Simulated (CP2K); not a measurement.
The O K edge of 3-ethynylfuran was computed by TDDFT (CP2K XAS_TDP, aug-cc-pVDZ, TDA) at these levels: PBE0, PBEh(45%) and PBEh(45%) + GW2X. The first three lines of O6 (bonded to 2 C) with a strength over 0.0015, energy in eV and strength:

| run | first | second | third |
| --- | --- | --- | --- |
| 1 | 522.32 (0.023) | 525.13 (0.003) | 525.48 (0.002) |
| 2 | 530.60 (0.028) | 534.26 (0.012) | 534.29 (0.020) |
| 3 | 535.04 (0.028) | 538.70 (0.012) | 538.73 (0.020) |

**Question.** Which run is which?

Run 1: PBE0 (25 % exact exchange). Run 2: PBEh(45%) (45 % exact exchange). Run 3: PBEh(45%) + GW2X (45 % exact exchange). Self-interaction lifts the core level, so the uncorrected lines rise with the share of exact exchange. The GW2X run keeps the spacings of its parent: 3.66 eV between the first two lines in run 3, 3.66 eV in run 2. Its shift is +4.44 eV, since the Kohn–Sham level at this share of exchange lies that far above the quasiparticle level.

[Hosts, paths, dates, database ids (printed as entryN), source tags and the programs' standing remarks are cut or masked in the printed files.]
